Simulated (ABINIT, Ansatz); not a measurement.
# Calculated records

AlH3 (R-3c): G0W0 with ABINIT, start to end. Symmetry: R-3c, No. 167, trigonal system. The conventional cell has a = 4.449 Å, b = 4.449 Å, c = 11.804 Å, α = 90.00°, β = 90.00°, γ = 120.00°. Nearest to Al lie 6 H at 1.72 Å. Nearest to H lie 2 Al at 1.72 Å. Farther neighbours, and contacts between anions beyond the nearest, are not listed. The calculation used RPA screening on LDA, plane waves, norm-conserving pseudopotentials (and 2 further levels or steps) in ABINIT 10.8.3, with cutoff 31 Ha, PseudoDojo scalar-relativistic 0.4.1 standard, norm-conserving, ngkpt (4, 4, 4), nband 159, ecuteps 6.5 Ha, inclvkb 2, shiftk (0, 0, 0), symchi 1, awtr 1, frequency ppm, 4×4×4 k-mesh. The LDA gap is 1.94 eV, indirect, the G0W0 gap on the mesh is 3.77 eV and the GW settings are 4×4×4 mesh, 159 bands, screening to 176.9 eV, Godby-Needs plasmon pole. The known limits are short of the basis limit. It took 5 runs, 7.6 min in all on 4 MPI ranks of Intel Xeon Platinum 8259CL at 2.50GHz (Skylake/Cascade Lake), shared host. G0W0 moves the gap on the mesh from 1.95 eV to 3.77 eV (+1.83 eV), with Z of 0.78 and 0.80 at the edges. Local fields lower the RPA ε∞ on this mesh from 5.15 to 4.62. The program's warnings: nkpt*nsppol () is not a multiple of nproc spkpt (). The cell and positions come from the Crystallography Open Database and are kept as given unless a step says otherwise.

```
Al H
1.0
     2.22465    1.28440    3.93457
    -2.22465    1.28440    3.93457
     0.00000   -2.56880    3.93457
Al H
2 6
Direct
  0.00000 0.00000 0.00000
  0.50000 0.50000 0.50000
  0.87800 0.62200 0.25000
  0.25000 0.87800 0.62200
  0.62200 0.25000 0.87800
  0.12200 0.37800 0.75000
  0.75000 0.12200 0.37800
  0.37800 0.75000 0.12200
```

[Long decimals in the printed logs are rounded to 6 places.]

[Logs are printed without paths, hosts, clocks, repeated set-up lines and the standing remarks that a program may print on its own settings, such as how far it seeks lower states.]

[Paths, hosts, dates, memory and timing lines, banners, echoed tables and standing remarks are left out of the program output; an Ansatz launch command may be rebuilt from the run's recorded settings. Measured values are a selection of at most five: reports struck by readers or far from the other reports are left out. None is set beside runs whose start may be inverted or whose files or cutoffs have a known fault.]

[Runs of the session that timed out or met a known fault of the program may be left out.]

[Hosts, paths, dates, database ids (printed as entryN), source tags and the programs' standing remarks are cut or masked in the printed files.]

[G0W0 gaps are taken among the corrected bands and points alone; a level outside them can change the order at an edge.]

[Where Ansatz stands beside ABINIT at settings called matched, ABINIT's density can come from a denser mesh and the files from another edition; pairs whose starting gaps differed by over 0.03 eV were left out, so agreement reads better than it is.]
